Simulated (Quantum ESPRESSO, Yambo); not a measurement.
# SrTiO3 (Tausonite): G0W0 with Yambo, start to end, part 3 of 3

Wanted: ground state, empty states, screening and self-energy for SrTiO3 (Tausonite).

Quantum ESPRESSO 7.5 and Yambo 5.3.0; PBE and many-body steps on it, plane waves. Known limits of the many-body steps: not at the basis limit; no spin-orbit coupling; coarse k mesh.

So far. Step 3 (Bands along the symmetry lines): The gap is 1.908 eV, as in the run before at this level. Step 4 (Empty states on the mesh, 4×4×4 mesh, 67 bands): On this mesh the gap is 1.908 eV.

## (6) Screening and self-energy, 4×4×4 mesh, 67 bands, screening to 95.2 eV

Now the one-shot GW correction: screening in the RPA, then the self-energy of the levels asked for.

This step: G0W0 on PBE, plane waves, norm-conserving pseudopotentials.

gw1.in reads:

```
HF_and_locXC
gw0
dyson
ppa
em1d
rim_cut
RandQpts= 1000000
RandGvec= 1 RL
EXXRLvcs= 76 Ry
VXCRLvcs= 304 Ry
Chimod= "HARTREE"
% BndsRnXp
 1 | 67 |
%
NGsBlkXp= 7 Ry
% LongDrXp
 1 | 1 | 1 |
%
% GbndRnge
 1 | 67 |
%
DysSolver= "n"
ExtendOut
PPAPntXp= 27.21138 eV
% QPkrange
 10 | 10 | 19 | 22 |
 1 | 1 | 19 | 22 |
%
```

On the command line:

```console
OMP_NUM_THREADS=1 mpirun -n 4 yambo -F gw1.in -J gw1 -C gw1 > gw1.log
```

The program printed:

```text
 Yambo, version 5.3.0

 [02] CORE Variables Setup
 =========================

  [... cell, symmetries and grids as in the set-up ...]

  [02.05] Energies & Occupations
  ==============================

  [X] === General ===
  [X] Electronic Temperature                        :  0.000000  0.000000 [eV K]
  [X] Bosonic    Temperature                        :  0.000000  0.000000 [eV K]
  [X] Finite Temperature mode                       : no
  [X] El. density                                   :  0.67159E+24 [cm-3]
  [X] Fermi Level                                   :  10.04689 [eV]

  [X] === Gaps and Widths ===
  [X] Conduction Band Min                           :  1.907663 [eV]
  [X] Valence Band Max                              :  0.000000 [eV]
  [X] Filled Bands                                  :  20
  [X] Empty Bands                                   :   21   67
  [X] Direct Gap                                    :  2.262791 [eV]
  [X] Direct Gap localized at k                     :  1
  [X] Indirect Gap                                  :  1.907663 [eV]
  [X] Indirect Gap between kpts                     :  10   1
  [X] Last valence band width                       :  0.731989 [eV]
  [X] 1st conduction band width                     :  2.609048 [eV]

 [03] Transferred momenta grid and indexing
 ==========================================

 IBZ Q-points                                      :  10
 BZ  Q-points                                      :   64

 K/Q-points units:
 rlu = crystal or reduced units; cc = cartesian coordinates; iku = interal k-units

 Q [ 1]         [rlu]:  0.000000  0.000000  0.000000
 Q [ 2]         [rlu]:  0.000000  0.000000  0.250000
 Q [ 3]         [rlu]:  0.000000  0.000000 -0.500000
 Q [ 4]         [rlu]:  0.000000  0.250000  0.250000
 Q [ 5]         [rlu]:  0.000000  0.250000 -0.500000
 Q [ 6]         [rlu]:  0.000000 -0.500000 -0.500000
 Q [ 7]         [rlu]:  0.250000  0.250000  0.250000
 Q [ 8]         [rlu]:  0.250000  0.250000 -0.500000
 Q [ 9]         [rlu]:  0.250000 -0.500000 -0.500000
 Q [10]         [rlu]: -0.500000 -0.500000 -0.500000

 [04] Coloumb potential Random Integration (RIM)
 ===============================================

  [04.01] RIM initialization
  ==========================

  * Diagonal components only detected *

  8 x (sBL volume)        :  0.077143 [a.u.]
  sBZ random points       :  1000000
  Points outside the sBZ  :   7992674
  RL volume               :  0.617144 [a.u.]
  Integrated volume       :  0.617710 [a.u.]

  [04.02] RIM integrals
  =====================

  Gamma point sphere radius             :  0.077218 [a.u.]
  Points outside the sphere             :   799758
  [Int_sBZ(q=0) 1/q^2]*(Vol_sBZ)^(-1/3) =:  7.677921
                                 should be <:  7.795600

  Summary of Coulomb integrals for non-metallic bands |Q|[au] RIM/Bare

  Q [1] 0.100000E-4 0.984904 * Q [2] 0.212848 1.050352
  Q [4] 0.301012 1.048056 * Q [7] 0.368663 1.034451
  Q [3] 0.425695 1.019613 * Q [5] 0.475942 1.017752
  Q [8] 0.521368 1.015471 * Q [6] 0.602024 1.012155
  Q [9] 0.638543 1.010963 * Q [10] 0.737326 1.008585

 [05] Dipoles
 ============

  [05.01] Setup: observables and procedures
  =========================================

  [WARNING] [x,Vnl] slows the Dipoles computation. To neglect it rename the ns.kb_pp file

 [06] Dynamic Dielectric Matrix (PPA)
 ====================================

 [WR./gw1//ndb.pp]---------------------------------------------------------------
  Brillouin Zone Q/K grids (IBZ/BZ)                :   10   64   10   64
  RL vectors                                       :   5743 [WF]
  Coulomb cutoff potential                         : none
  Electronic Temperature                           :  0.000000 [K]
  Bosonic    Temperature                           :  0.000000 [K]
  PPA    diel. fun.  energies                      : Perdew, Burke & Ernzerhof(X)+Perdew, Burke & Ernzerhof(C)
  wavefunctions                                    : Perdew, Burke & Ernzerhof(X)+Perdew, Burke & Ernzerhof(C)
  Global Gauge                                     : length
  X matrix size                                    :  147
  X band range                                     :    1   67
  X e/h energy range                               : -1.000000 -1.000000 [eV]
  X Time ordering                                  : R
  X Hxc Kernel                                     : HARTREE
  X Drude frequency                                :  0.000000  0.000000
  X poles                                          :  100.0000 [o/o]
  RL vectors in the sum                            :   5743
  [r,Vnl] included                                 : yes
  Field direction                                  :  0.577350E-5  0.577350E-5  0.577350E-5
  BZ energy Double Grid                            : no
  BZ energy DbGd points                            : 0
  BZ Q point size factor                           : -1.000000
  X Optical Averaged directions                    : none

 [07] Local Exchange-Correlation + Non-Local Fock
 ================================================

 [VXC] Plane waves :   36041
 [EXS] Plane waves :   4553

 QP @ state[ 1 ] K range:  1  1
 QP @ state[ 1 ] b range:  19  22
 QP @ state[ 2 ] K range:  10  10
 QP @ state[ 2 ] b range:  19  22

 [xc] Functional : Perdew, Burke & Ernzerhof(X)+Perdew, Burke & Ernzerhof(C)
 [xc] LIBXC used to calculate xc functional
  PP Number of Atomic Species                      :  3
  NLCC RL compoments                               :   36041
  PP Number of Atomic Species                      :  3
  NLCC RL compoments                               :   36041

 [xc] E_xc :  -22.32463 [Ha]
      E_xc :  -44.64927 [Ry]

  Local XC kind (lXC) : Perdew, Burke & Ernzerhof(X)+Perdew, Burke & Ernzerhof(C)
  Non-Local XC kind (nlXC) : Hartree-Fock

  Corrections @ K [1] :  [eV]
 <19|nlXC|19> = -25.25797 -0.12303E-17 <19|lXC|19> = -20.54189  0.000000
 <20|nlXC|20> = -25.25801  0.29745E-17 <20|lXC|20> = -20.54190  0.37763E-15
 <21|nlXC|21> = -11.48488 -0.17420E-17 <21|lXC|21> = -18.88295  0.47204E-16
 <22|nlXC|22> = -11.48491 -0.32948E-17 <22|lXC|22> = -18.88296  0.37763E-15

  Corrections @ K [10] :  [eV]
 <19|nlXC|19> = -25.09241  0.25598E-16 <19|lXC|19> = -20.19483  0.70806E-16
 <20|nlXC|20> = -25.09240 -0.20832E-16 <20|lXC|20> = -20.19482  0.000000
 <21|nlXC|21> = -12.96583 -0.18316E-17 <21|lXC|21> = -21.98332  0.18882E-15
 <22|nlXC|22> = -12.96586 -0.47624E-18 <22|lXC|22> = -21.98331 -0.35403E-16

  [07.01] Hartree-Fock occupations report
  =======================================

  [Hartree-Fock] === General ===
  [Hartree-Fock] Electronic Temperature             :  0.000000  0.000000 [eV K]
  [Hartree-Fock] Bosonic    Temperature             :  0.000000  0.000000 [eV K]
  [Hartree-Fock] Finite Temperature mode            : no
  [Hartree-Fock] El. density                        :  0.67159E+24 [cm-3]
  [Hartree-Fock] Fermi Level                        :  10.04689 [eV]

  [Hartree-Fock] === Gaps and Widths ===
  [Hartree-Fock] Conduction Band Min                :  1.989030 [eV]
  [Hartree-Fock] Valence Band Max                   : -0.043408 [eV]
  [Hartree-Fock] Filled Bands                       :  20
  [Hartree-Fock] Empty Bands                        :   21   67
  [Hartree-Fock] Direct Gap                         :  2.584165 [eV]
  [Hartree-Fock] Direct Gap localized at k          :  2
  [Hartree-Fock] Indirect Gap                       :  2.032438 [eV]
  [Hartree-Fock] Indirect Gap between kpts          :   9   2
  [Hartree-Fock] Last valence band width            :  5.027840 [eV]
  [Hartree-Fock] 1st conduction band width          :  11.54517 [eV]

 [08] Dyson equation: Newton solver
 ==================================

  [08.01] G0W0 (W PPA)
  ====================

  [  GW  ] Bands range     :    1   67
  [GW/PPA] G damping       :  0.100000 [eV]

  QP @ state[ 1 ] K range:  1  1
  QP @ state[ 1 ] b range:  19  22
  QP @ state[ 2 ] K range:  10  10
  QP @ state[ 2 ] b range:  19  22

   Sc/G bands                                       :    1   67
   Sc/G damping                                     :  0.100000 ev
   Sc bands terminator                              : no
   Sx RL components                                 :   4553

   QP @ state[ 1 ] K range                          :  1  1
   QP @ state[ 1 ] b range                          :  19  22
   QP @ state[ 2 ] K range                          :  10  10
   QP @ state[ 2 ] b range                          :  19  22
   GF energies kind                                 : Perdew, Burke & Ernzerhof(X)+Perdew, Burke & Ernzerhof(C)
   GF WF`s kind                                     : Perdew, Burke & Ernzerhof(X)+Perdew, Burke & Ernzerhof(C)
   Xs energies kind                                 : Perdew, Burke & Ernzerhof(X)+Perdew, Burke & Ernzerhof(C)
   Xs WF`s kind                                     : Perdew, Burke & Ernzerhof(X)+Perdew, Burke & Ernzerhof(C)

 [11] Game Over & Game summary
```

It took 38 s on 4 MPI ranks of Arm Neoverse V2, shared host; peak memory 1.7 GiB; 2.5 min of CPU time.

This step gave:

- G0W0 gap on the points computed: 3.536 eV
- starting gap on the mesh: 1.908 eV
- k of the valence top: -0.5, -0.5, -0.5
- k of the conduction bottom: 0, 0, 0
- least direct G0W0 gap on the computed points: 3.889 eV
- Z at the valence top: 0.7675
- Z at the conduction bottom: 0.7796

The gap on the mesh goes from 1.91 eV to 3.54 eV, a correction of +1.63 eV.

Limits: finite bands, cutoff and mesh; no spin-orbit coupling; coarse k mesh. v1 is the top filled band, c1 the lowest empty one. The levels before and after the correction (eV, zero at the valence-band top of each column):

```csv
,conduction bottom,valence top
Kohn-Sham,1.91,0.00
G0W0,3.54,0.00
```

```csv
,level,energy (eV)
Kohn-Sham,Γ v2-v1,-0.355
Kohn-Sham,Γ c1-c2,1.908
Kohn-Sham,(-0.5 -0.5 -0.5) v2-v1,0.000
Kohn-Sham,(-0.5 -0.5 -0.5) c1-c2,4.517
G0W0,Γ v2-v1,-0.352
G0W0,Γ c1-c2,3.537
G0W0,(-0.5 -0.5 -0.5) v2-v1,0.000
G0W0,(-0.5 -0.5 -0.5) c1-c2,6.449
```

## (7) Where the time went

Times are wall times on the hardware named with each run, good to a factor of about two.

| step | time | share | memory (GiB) |
| --- | --- | --- | --- |
| ground state | 12 s | 18 % | 0.32 |
| bands along the symmetry lines | 8.3 s | 12 % | 0.26 |
| empty states on the mesh | 6.1 s | 9 % | 0.32 |
| conversion and set-up | 2.8 s | 4 % | 0.25 |
| screening and self-energy | 38 s | 56 % | 1.7 |

## (8) Outcome

```json
{
  "PBE gap": "1.91 eV, indirect",
  "G0W0 gap on the mesh": "3.54 eV",
  "GW settings": "4×4×4 mesh, 67 bands, screening to 95.2 eV, Godby-Needs plasmon pole",
  "known limits": "not at the basis limit; no spin-orbit coupling; coarse k mesh"
}
```

G0W0 moves the gap on the mesh from 1.91 eV to 3.54 eV (+1.63 eV), with Z of 0.77 and 0.78 at the edges. Only 2 of the mesh's irreducible points were corrected, so a valley elsewhere could overtake. The dearest step here is «screening and self-energy». Against experiment, by G0W0@PBE: the direct gap of 3.89 eV lies +0.12 eV from the measured 3.77 eV (direct, 300 K, 2013). An exciton line or allowed optical edge lies below the quasiparticle gap by the binding energy; a forbidden edge can push the onset above it. The calculation has static nuclei and no excitons; a measured gap holds zero-point and thermal motion, which mostly lowers it. Bands and cutoff are finite, so the gap is not at the basis limit. The miss can reach some tenths of an eV and take either sign; the mesh is an error of its own. In the G0W0 run levels were corrected at 2 k points alone, so a gap called «on the mesh» is the least over those, and an edge elsewhere would be missed. The 4×4×4 mesh is coarse for this cell, which bears on the long-range parts of exchange and screening. This is the ideal cubic cell; many perovskites, halides above all, are cubic only on average, and local tilts or off-centring can widen the gap. The many-body steps are scalar-relativistic: spin-orbit coupling is not in them.

[Paths, hosts, dates, memory and timing lines, banners, echoed tables and standing remarks are left out of the program output.]

[Logs are printed without paths, hosts, clocks, repeated set-up lines and the standing remarks that a program may print on its own settings, such as how far it seeks lower states.]

[Runs of the session that timed out or met a known fault of the program may be left out.]

[Hosts, paths, dates, database ids (printed as entryN), source tags and the programs' standing remarks are cut or masked in the printed files.]
